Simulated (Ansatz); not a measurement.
**Screening in Si3N4 (Fd-3m)**

How strongly does Si3N4 (Fd-3m) screen? Routes: perturbation theory, a sum over states and the RPA step of G0W0.

Calculated with Ansatz 0.2.0; linear response on PBE, plane waves, PAW.

## 1. The structure

The structure is cubic, space group Fd-3m (No. 227). Conventional cell: a = 7.787 Å, b = 7.787 Å, c = 7.787 Å, α = 90.00°, β = 90.00°, γ = 90.00°. Si has 6 N at 1.89 Å nearest. Nearest to Si lie 4 N at 1.79 Å. Nearest to N lie 4 Si at 1.79 to 1.89 Å. Farther neighbours and most contacts between anions are not listed.

Coordinates:

```cif
data_structure
_symmetry_space_group_name_H-M 'P 1'
_symmetry_Int_Tables_number 1
_cell_length_a 5.5065
_cell_length_b 5.5065
_cell_length_c 5.5065
_cell_angle_alpha 60.000
_cell_angle_beta 60.000
_cell_angle_gamma 60.000
_cell_volume 118.07
loop_
_atom_site_label
_atom_site_type_symbol
_atom_site_fract_x
_atom_site_fract_y
_atom_site_fract_z
_atom_site_occupancy
Si1 Si 0.12500 0.12500 0.62500 1
Si2 Si 0.12500 0.62500 0.12500 1
Si3 Si 0.62500 0.12500 0.12500 1
Si4 Si 0.12500 0.12500 0.12500 1
Si5 Si 0.75000 0.75000 0.75000 1
Si6 Si 0.50000 0.50000 0.50000 1
N7 N 0.36756 0.36756 0.36756 1
N8 N 0.35269 0.88244 0.88244 1
N9 N 0.88244 0.88244 0.35269 1
N10 N 0.88244 0.35269 0.88244 1
N11 N 0.36756 0.36756 0.89731 1
N12 N 0.36756 0.89731 0.36756 1
N13 N 0.88244 0.88244 0.88244 1
N14 N 0.89731 0.36756 0.36756 1
```

The cell and positions are those that the Materials Project relaxed with its own functionals (PBE, PBE+U or r2SCAN), kept fixed. This is not the form that Si3N4 usually takes at ambient conditions. The default PAW set here is soft_2. Its files were made with PBE.

## 2. Response to a homogeneous field

ε∞ sets how strongly the crystal screens. Perturbation theory gives it with local fields and without a sum over empty bands.

This step: dielectric response by perturbation theory, PBE, plane waves, PAW.

The input, input.yaml:

```yaml
crystal:
  lattice:
    - [0.0, 3.893718, 3.893718]
    - [3.893718, 0.0, 3.893718]
    - [3.893718, 3.893718, 0.0]
  atoms:
    - { symbol: Si, position: [0.125, 0.125, 0.625] }
    - { symbol: Si, position: [0.125, 0.625, 0.125] }
    - { symbol: Si, position: [0.625, 0.125, 0.125] }
    - { symbol: Si, position: [0.125, 0.125, 0.125] }
    - { symbol: Si, position: [0.75, 0.75, 0.75] }
    - { symbol: Si, position: [0.5, 0.5, 0.5] }
    - { symbol: "N", position: [0.367563, 0.367563, 0.367563] }
    - { symbol: "N", position: [0.352689, 0.882437, 0.882437] }
    - { symbol: "N", position: [0.882437, 0.882437, 0.352689] }
    - { symbol: "N", position: [0.882437, 0.352689, 0.882437] }
    - { symbol: "N", position: [0.367563, 0.367563, 0.897311] }
    - { symbol: "N", position: [0.367563, 0.897311, 0.367563] }
    - { symbol: "N", position: [0.882437, 0.882437, 0.882437] }
    - { symbol: "N", position: [0.897311, 0.367563, 0.367563] }
kpoints:
  mp_grid: { grid: [6, 6, 6] }
hamiltonian:
  xc: pbe
scf:
  occupations: { method: fixed }
dielectric: {}
```

Run with:

```bash
$ ansatz run input.yaml --threads 24 --pin off --max-ram 82944MiB --backend cuda --events-out ev --progress --plain --runs-dir out --devices 1 --max-vram 78GiB
```

Numbers of over 12 decimals in the logs are rounded to 6 here.

The log of the run:

```text
GPUs: using 1 of 1 available (devices: 1).
Engine: ansatz 0.2.0, aarch64-unknown-linux-gnu
Pseudopotentials: kind: paw
Pseudopotential: Si, paw, valence charge 4, recommended cutoff 420 eV (normal), Si.paw.azcp
Pseudopotential: N, paw, valence charge 5, recommended cutoff 420 eV (normal), N.paw.azcp
Functional definition: PBE
  parameter kappa = 0.804
  parameter beta = 0.066725
  exchange = pbe_x(kappa = kappa, mu = beta*pi^2/3)
  correlation = pbe_c(beta = beta)
device memory: the entry about to start is reckoned to put 2.2 GiB on a device that reports 182.5 GiB free (of which the cap on the GPU budget leaves the run 78.0 GiB)
GPU FFT provider: cuFFT
GPU libraries: cuBLAS 13.8.1, cuFFT 12.4.0, cuSOLVER 12.3.2
GPU matrix products: emulated (plane waves: as basis.precision tells), large ones in fixed point in workspaces of 1.00 GiB
Crystal: 14 atoms, lattice volume = 118.066 Å³
Basis set: ecut = 420 eV, 2277 PW (Γ), exchange–correlation on 80×80×80 points (8 copies of the dense FFT grid, shifted against one another)
Bands: 46, of which v1, the nominal top of the filled ones, is band 32 counted from 1 (31 counted from 0)
Symmetry: 48 space group operations
k-points: 30 of 216 (irreducible under 8 space group operations, time reversal used)
Non-local potential: Si, projectors of the file, l = 0: 2, l = 1: 2, l = 2: 2
Non-local potential: N, projectors of the file, l = 0: 2, l = 1: 2, l = 2: 1
PAW form: soft (Blöchl's): semilocal exchange-correlation on the pseudo side does not see the compensation charge
PAW one-centre angular grid: Si, 110 points (default); XC on 64 Gauss nodes
PAW one-centre angular grid: N, 110 points (default); XC on 64 Gauss nodes
Initial density: superposition of atomic densities (neutral atoms: chi_scale 0, normalization atom), corrected by the library's trained network
Initial wavefunctions: pseudopotential atomic-orbital guess
GPU buffer pool allocated for 64000 grid points (all kernels)
GPU transforms: local potential and band sums: pruned to the plane-wave sphere, on 40×40×40
Functional: x = pbe(κ = 0.804, μ = 0.219515), c = pbe(β = 0.066725)
SCF iter   1: F=—  HF=-6899.808089 eV  |F-HF|=—  |Δ(HF+E_count)|=         —  Δρ=4.12e-3  dr2=3.60e-2  ethr=1.77e-3  ⟨swp⟩=5.0  Hψ=5601  notcnv=0  defer=344
preconditioner: auto → Resta (q_TF=auto, 2.464 Å⁻¹)  ε∞=4.3  [insulator: Δε(μ)=3.338 eV  Ē_g=14.990 eV  n_scr=26 (ndim 8)  ℏωp=27.3 eV  f_vac=0.000  ε∞_Penn≈4.3]
SCF iter   2: F=—  HF=-6899.801111 eV  |F-HF|=—  |Δ(HF+E_count)|=   6.98e-3  Δρ=1.62e-3  dr2=4.75e-3  ethr=5.63e-5  ⟨swp⟩=2.1  Hψ=2270  notcnv=0  defer=352
SCF iter   3: F=—  HF=-6899.800663 eV  |F-HF|=—  |Δ(HF+E_count)|=   4.48e-4  Δρ=4.85e-4  dr2=1.79e-4  ethr=7.42e-6  ⟨swp⟩=2.8  Hψ=1891  notcnv=0  defer=352
SCF iter   4: F=—  HF=-6899.800787 eV  |F-HF|=—  |Δ(HF+E_count)|=   1.24e-4  Δρ=1.49e-4  dr2=1.61e-5  ethr=2.80e-7  ⟨swp⟩=2.4  Hψ=1985  notcnv=0  defer=351
SCF iter   5: F=—  HF=-6899.800796 eV  |F-HF|=—  |Δ(HF+E_count)|=   9.15e-6  Δρ=1.86e-5  dr2=2.65e-7  ethr=2.52e-8  ⟨swp⟩=2.1  Hψ=1995  notcnv=0  defer=326
SCF iter   6: F=—  HF=-6899.800646 eV  |F-HF|=—  |Δ(HF+E_count)|=   1.50e-4  Δρ=2.56e-6  dr2=9.78e-9  ethr=4.14e-10  ⟨swp⟩=2.0  Hψ=2261  notcnv=0  defer=320
SCF iter   7: F=—  HF=-6899.800646 eV  |F-HF|=—  |Δ(HF+E_count)|=   5.02e-9  Δρ=4.14e-7  dr2=1.62e-10  ethr=1.53e-11  ⟨swp⟩=2.0  Hψ=1834  notcnv=0  defer=320
SCF iter   8: F=-6899.800646 eV  HF=-6899.800646 eV  |F-HF|=9.09e-13  |Δ(HF+E_count)|=  9.00e-11  Δρ=7.08e-8  dr2=4.46e-12  ethr=1.00e-12  ⟨swp⟩=16.1  Hψ=7746  notcnv=0
SCF 1 converged in 8 iterations: F = -6899.800646 eV  dr2 = 4.46e-12
  greatest PAW one-centre occupation: 0.789 electrons in one spin orbital (limit 2), on the N atom at site 7 (counted from 0), in its partial waves of l = 0
the response reads at least the filled bands of the reference SCF and the lowest empty band at each k-point, and that SCF's band table does not vouch for those bands. The notice of the band table in this run's record says why
device memory: the entry about to start is reckoned to put 0.7 GiB on a device that reports 182.4 GiB free (of which the cap on the GPU budget leaves the run 78.0 GiB)
NSCF: frozen V_eff on 1 k-points
device memory: the entry about to start is reckoned to put 0.7 GiB on a device that reports 182.4 GiB free (of which the cap on the GPU budget leaves the run 78.0 GiB)
NSCF: frozen V_eff on 1 k-points
device memory: the entry about to start is reckoned to put 0.7 GiB on a device that reports 182.4 GiB free (of which the cap on the GPU budget leaves the run 78.0 GiB)
NSCF: frozen V_eff on 1 k-points
device memory: the entry about to start is reckoned to put 0.1 GiB (of the 0.1 GiB reckoned in all, the device holds 0.1 GiB already) on a device that reports 182.4 GiB free (of which the cap on the GPU budget leaves the run 78.0 GiB)
device memory: the entry about to start is reckoned to put 8.4 GiB (of the 8.4 GiB reckoned in all, the device holds 0.1 GiB already) on a device that reports 182.4 GiB free (of which the cap on the GPU budget leaves the run 77.9 GiB)
DFPT response loops at Γ: preconditioner auto → none (the input reference at scf.mixing.eps_inf says where Resta's filter doesn't serve); β = 0.50; Broyden in place of MSR1
SCF converged after 8 iterations
Free energy (F): -6899.800646 eV
Harris-Foulkes:  -6899.800646 eV  (|F-HF|=9.09e-13)
Internal energy: -6899.800646 eV  (E = F + TS)
E sigma→0 (E₀):  -6899.800646 eV
Fermi energy:    10.979877 eV
--- Per-component energies (eV) ---
  E_band       = 271.258199
  E_kinetic    = 1360.509959
  E_local      = -1483.269785  (includes V_loc(G=0)·N_el)
  E_nonlocal   = 501.701759
  E_hartree    = 491.728209
  E_xc         = -831.503350
  E_vxc        = -919.283848  (∫ρ·V_xc dr)
  E_paw        = -4098.127017  (= ΣΔE_a)
  E_vpaw       = -171.857182  (= ΣTr[D̂ρ^β])
  E_aug_tail   = 0.000852  (compensation charges beyond the density's cutoff)
  E_ewald      = -2840.841273
  E_smearing   = -0.000000  (= −TS)
  E_closure    = -0.000000  (closes the sum)
  Σ components = -6899.800646   (vs F -6899.800646, Δ=0.00e0)
--- Band table (eV; the first three rows and the last of 30) ---
  k-point 0: bands = [... 28 lower, 10.8226, 10.9391, 10.9391, 10.9391, 14.3242, 14.3242, 14.3242, 15.8598, ... 10 higher]
  k-point 1: bands = [... 28 lower, 10.5882, 10.6845, 10.8978, 10.8978, 14.7162, 14.8278, 14.8278, 16.3652, ... 10 higher]
  k-point 2: bands = [... 28 lower, 10.4623, 10.4623, 10.7649, 10.7649, 15.4296, 15.8738, 15.8738, 17.4850, ... 10 higher]
  k-point 29: bands = [... 28 lower, 9.8803, 9.8803, 10.5538, 10.5538, 17.6057, 17.6057, 17.9282, 17.9282, ... 10 higher]
--- Dielectric response (ions clamped): 1 representative field direction + reference, on 30 of 216 k-points (Σ response iterations 8) ---
  k mesh reduced under 8 symmetry operations, with k and −k counted as one. Each operation leaves every solved perturbation unchanged. A smaller set is not considered because the run solves the response to a homogeneous field
  ε∞ (high-frequency dielectric tensor):
        5.302483     0.000000     0.000000
       -0.000000     5.302483     0.000000
        0.000000     0.000000     5.302483
  Born effective charges Z* (e; rows j = field, columns β = displacement):
    site 0:
         3.68258    0.16547   -0.16547
         0.16547    3.68258   -0.16547
        -0.16547   -0.16547    3.68258
    site 1:
         3.68258   -0.16547    0.16547
        -0.16547    3.68258   -0.16547
         0.16547   -0.16547    3.68258
    site 2:
         3.68258   -0.16547   -0.16547
        -0.16547    3.68258    0.16547
        -0.16547    0.16547    3.68258
    site 3:
         3.68258    0.16547    0.16547
         0.16547    3.68258    0.16547
         0.16547    0.16547    3.68258
    site 4:
         3.58695    0.00000    0.00000
         0.00000    3.58695    0.00000
        -0.00000   -0.00000    3.58695
    site 5:
         3.58695    0.00000    0.00000
         0.00000    3.58695    0.00000
        -0.00000   -0.00000    3.58695
    site 6:
        -2.73803   -0.23365   -0.23365
        -0.23365   -2.73803   -0.23365
        -0.23365   -0.23365   -2.73803
    site 7:
        -2.73803    0.23365    0.23365
         0.23365   -2.73803   -0.23365
         0.23365   -0.23365   -2.73803
    site 8:
        -2.73803   -0.23365    0.23365
        -0.23365   -2.73803    0.23365
         0.23365    0.23365   -2.73803
    site 9:
        -2.73803    0.23365   -0.23365
         0.23365   -2.73803    0.23365
        -0.23365    0.23365   -2.73803
    site 10:
        -2.73803   -0.23365    0.23365
        -0.23365   -2.73803    0.23365
         0.23365    0.23365   -2.73803
    site 11:
        -2.73803    0.23365   -0.23365
         0.23365   -2.73803    0.23365
        -0.23365    0.23365   -2.73803
    site 12:
        -2.73803   -0.23365   -0.23365
        -0.23365   -2.73803   -0.23365
        -0.23365   -0.23365   -2.73803
    site 13:
        -2.73803    0.23365    0.23365
         0.23365   -2.73803   -0.23365
         0.23365   -0.23365   -2.73803
  Z* charge neutrality: 6.012e-5 e pre-enforcement
  k-mesh period / interband length: 33.0 Å / 1.62 Å = 20.43 at k = (0.0000, 0.0000, 0.0000), direct gap 3.385 eV — 14 or more, which is no proof of convergence
```

It took 2.9 s on 1 × NVIDIA GB200 (shared by 2 runs) with 24 threads of Arm Neoverse V2, shared host; peak memory 1.5 GiB; 20 s of CPU time.

One over ε∞ averages 0.19, somewhat under the quarter of exact exchange in PBE0.

High-frequency dielectric tensor:

```
5.30 0.00 0.00
0.00 5.30 0.00
0.00 0.00 5.30
```

Born effective charge (e), principal values of the symmetric part by kind of site:

```csv
atom,atoms with these values,low,middle,high,mean
Si1,4,3.52,3.52,4.01,3.68
Si5,2,3.59,3.59,3.59,3.59
N7,8,-3.21,-2.50,-2.50,-2.74
```

In full for Si1:

```
 3.68  0.17 -0.17
 0.17  3.68 -0.17
-0.17 -0.17  3.68
```

## 3. Independent-particle spectrum

The independent-particle spectrum shows where the oscillator strength lies, before excitons and local fields.

This step: independent-particle optics on PBE, plane waves, PAW.

Changes to input.yaml since step 2:

```diff
@@ -26,2 +26,4 @@
   occupations: { method: fixed }
-dielectric: {}
+  n_extra_bands: 80
+output:
+  optics: { e_range: [0, 25], de: 0.1, sigma: 0.2 }
```

The log of the run:

```text
[...]
GPUs: using 1 of 1 available (devices: 1).
[...]
GPU FFT provider: cuFFT
GPU libraries: cuBLAS 13.8.1, cuFFT 12.4.0, cuSOLVER 12.3.2
[...]
Crystal: 14 atoms, lattice volume = 118.066 Å³
Basis set: ecut = 420 eV, 2277 PW (Γ)
Bands: 112, of which v1, the nominal top of the filled ones, is band 32 counted from 1 (31 counted from 0)
[... 1 set-up line as in the run before ...]
[...]
k-points: 16 of 216
[...]
GPU buffer pool allocated for 64000 grid points (all kernels)
[...]
SCF iter   1: F=—  HF=-6899.809322 eV  |F-HF|=—  |Δ(HF+E_count)|=         —  Δρ=4.17e-3  dr2=3.48e-2  ethr=1.77e-3  ⟨swp⟩=4.0  Hψ=6556  notcnv=0  defer=1225
[...]
SCF iter   9: F=-6899.800842 eV  HF=-6899.800842 eV  |F-HF|=1.82e-12  |Δ(HF+E_count)|=  2.96e-10  Δρ=9.89e-9  dr2=1.00e-13  ethr=1.00e-12  ⟨swp⟩=2.0  Hψ=2368  notcnv=0
SCF 1 converged in 9 iterations: F = -6899.800842 eV  dr2 = 1.00e-13
[...]
Optics k sum: 0 of 16 k-points
Optics k sum: 1 of 16 k-points
[...]
Optics k sum: 16 of 16 k-points
[...]
SCF converged after 9 iterations
Free energy (F): -6899.800842 eV
[...]
Internal energy: -6899.800842 eV  (E = F + TS)
E sigma→0 (E₀):  -6899.800842 eV
Fermi energy:    10.979894 eV
[...]
--- Band table (eV; the first three rows and the last of 16) ---
  k-point 0: bands = [... 28 lower, 10.8226, 10.9391, 10.9391, 10.9391, 14.3242, 14.3242, 14.3242, 15.8598, ... 76 higher]
  k-point 1: bands = [... 28 lower, 10.5882, 10.6845, 10.8978, 10.8978, 14.7162, 14.8278, 14.8278, 16.3652, ... 76 higher]
  k-point 2: bands = [... 28 lower, 10.4623, 10.4623, 10.7649, 10.7649, 15.4296, 15.8738, 15.8738, 17.4850, ... 76 higher]
  k-point 15: bands = [... 28 lower, 9.7756, 9.7756, 10.3772, 10.3772, 17.6480, 17.6480, 18.0334, 18.0334, ... 76 higher]
```

Elapsed: 2.8 s, on 1 × NVIDIA GB200 (shared by 2 runs) with 24 threads; peak memory 1.8 GiB.

Numbers from this step:

* ε∞ without local fields (xx, yy, zz): 5.459, 5.459, 5.459
* electrons in the f-sum (xx, yy, zz): 50.69, 50.69, 50.69
* bands in the explicit sum (the static value is completed to all bands): 112

The sum gives ε∞ = 5.46 without local fields.

Independent particles, no local fields, Gaussian width 0.2 eV. The ε₂, xx=yy=zz by photon energy; read off at these points:

```csv
photon energy (eV),"ε₂, xx=yy=zz"
3.00,0
3.50,0.00361
4.00,0.0422
4.50,0.121
5.00,0.274
5.50,0.597
6.00,1.53
6.50,2.77
7.00,4.84
7.50,6.44
8.00,6.70
8.50,8.73
9.00,10.4
9.50,10.4
9.90,11.3
10.00,11.0
10.50,8.49
11.00,7.74
11.50,8.03
12.00,7.09
12.50,6.02
13.00,5.93
13.50,5.61
14.00,4.59
14.50,3.82
15.00,3.61
15.50,2.55
16.00,2.03
16.50,1.87
17.00,1.69
17.50,1.31
18.00,1.33
18.50,1.19
19.00,1.03
19.50,0.866
20.00,0.885
20.50,0.744
21.00,0.625
21.50,0.585
22.00,0.543
22.50,0.477
23.00,0.352
23.50,0.347
24.00,0.320
24.50,0.314
25.00,0.299
```

Independent particles, no local fields, Gaussian width 0.2 eV. Loss function, xx=yy=zz against photon energy; read off at these points:

```csv
photon energy (eV),"loss function, xx=yy=zz"
3,0
4,9.9e-4
5,0.00481
6,0.0175
7,0.0379
8,0.0575
9,0.0719
10,0.0894
11,0.129
12,0.136
13,0.156
14,0.158
15,0.163
16,0.219
17,0.265
18,0.365
19,0.401
20,0.523
21,0.631
22,0.877
23,1.11
24,2.05
25,3.04
```

## 4. RPA screening from the G0W0 run

Now the one-shot GW correction: screening in the RPA, then the self-energy of the levels asked for.

This step: G0W0 on PBE, plane waves, PAW.

Changes to input.yaml since step 3:

```diff
@@ -21,3 +21,3 @@
 kpoints:
-  mp_grid: { grid: [6, 6, 6] }
+  mp_grid: { grid: [4, 4, 4] }
 hamiltonian:
@@ -26,4 +26,7 @@
   occupations: { method: fixed }
-  n_extra_bands: 80
-output:
-  optics: { e_range: [0, 25], de: 0.1, sigma: 0.2 }
+gw:
+  n_empty_bands: 542
+  ecut_chi: 160.0
+  qp_bands: [v4, c4]
+  qp_kpoints: band_edges
+  screening: { model: contour_deformation }
```

The log of the run:

```text
GPUs: using 1 of 1 available (devices: 1).
[...]
Crystal: 14 atoms, lattice volume = 118.066 Å³
Basis set: ecut = 420 eV, 2277 PW (Γ)
Bands: 46, of which v1, the nominal top of the filled ones, is band 32 counted from 1 (31 counted from 0)
[... 1 set-up line as in the run before ...]
[...]
k-points: 8 of 64
[...]
1    35     15.3235    -8.5549    -4.4122   -13.5674  0.8320    15.9257    15.9238  root
[...]
7    33     17.6238    -8.0740    -4.8697   -13.6366  0.8189    18.3204    18.3168  root
     7    34     17.6238    -8.0740    -4.8697   -13.6366  0.8189    18.3204    18.3168  root
     7    35     18.1337    -8.3441    -5.0710   -14.2085  0.8152    18.9320    18.9271  root
     7    36     18.1337    -8.3441    -5.0710   -14.2085  0.8152    18.9320    18.9271  root
[key lines of the parts left out:]
SCF converged after 6 iterations
Free energy (F): -6899.797638 eV
Fermi energy:    10.952125 eV
```

Wall time 6.4 s (1 × NVIDIA GB200 (shared by 2 runs) with 24 threads); peak memory 2 GiB; 17 s of CPU time.

This step gave:

| Item | Value |
| --- | --- |
| bands summed | 574 |
| RPA ε∞ on this mesh (eigenvalues) | 5.067, 5.067, 5.067 |
| plane waves in the screening matrix | 537 |
| G0W0 gap on the mesh | 4.716 eV |
| k of the valence top | 0, 0.25, -0.25 |
| k of the conduction bottom | 0, 0, 0 |
| starting gap on the mesh | 3.372 eV |
| least direct G0W0 gap on the computed points | 4.738 eV |

The gap on the mesh goes from 3.37 eV to 4.72 eV, a correction of +1.34 eV. Between the two edge states, bare exchange in place of the xc potential would open the gap by 8.60 eV, and correlation takes back 7.26 eV.

Mean over the mesh in bins of 0.25 1/Å. Static inverse dielectric function, diagonal against length of q+G:

```csv
length of q+G (Å⁻¹),"static inverse dielectric function, diagonal"
0.35,0.222
0.51,0.240
0.70,0.271
0.96,0.323
1.25,0.383
1.50,0.438
1.76,0.495
2.02,0.550
2.26,0.596
2.49,0.640
2.75,0.686
3.00,0.725
3.25,0.760
3.49,0.790
3.74,0.816
3.99,0.840
4.25,0.862
4.51,0.881
4.76,0.899
5.00,0.915
5.25,0.929
5.50,0.942
5.75,0.953
6.00,0.962
6.25,0.970
6.43,0.974
```

## 5. The values together

Times are wall times on 1 × NVIDIA GB200 (shared by 2 runs) with 24 threads of Arm Neoverse V2, shared host, good to a factor of about two.

```csv
method,mesh,"ε∞, low",middle,high,mean,time
perturbation theory (local fields and xc kernel),6×6×6,5.30,5.30,5.30,5.30,2.9 s
sum over states (no local fields),6×6×6,5.46,5.46,5.46,5.46,2.8 s
"RPA with local fields, on the GW mesh",4×4×4,5.07,5.07,5.07,5.07,6.4 s
```

## 6. Summary of results

| Item | Value |
| --- | --- |
| perturbation theory (local fields and xc kernel) | 5.30, 5.30, 5.30 |
| sum over states (no local fields) | 5.46, 5.46, 5.46 |
| RPA with local fields, on the GW mesh | 5.07, 5.07, 5.07 |

What this shows: Mean Born effective charge: Si1 3.68, Si5 3.59, N7 -2.74 e. The ε₂, xx=yy=zz has its highest peak at 9.9 eV. The sum without local fields gives 5.46 in the mean against 5.30 by perturbation theory; local fields lower ε∞ and the xc kernel gives part of it back, though the sum also carries the error of its own mesh. The RPA values on the 4×4×4 mesh average 0.96 times those of perturbation theory (means 5.07 and 5.30). Without the xc kernel RPA should lie a little lower, as the mean does. PBE usually puts the gap too low, which tends to raise ε∞. Ions are clamped, so the lattice part of the static constant is not in these numbers.

[Paths, hosts, dates, memory and timing lines, banners, echoed tables and standing remarks are left out of the program output.]

[Logs are printed without paths, hosts, clocks, repeated set-up lines and the standing remarks that a program may print on its own settings, such as how far it seeks lower states.]

[Runs of the session that timed out or met a known fault of the program may be left out.]

[Cells called generated may have been cut or substituted from an entry of the Crystallography Open Database or the Materials Project.]

[Hosts, paths, dates, database ids (printed as entryN), source tags and the programs' standing remarks are cut or masked in the printed files.]
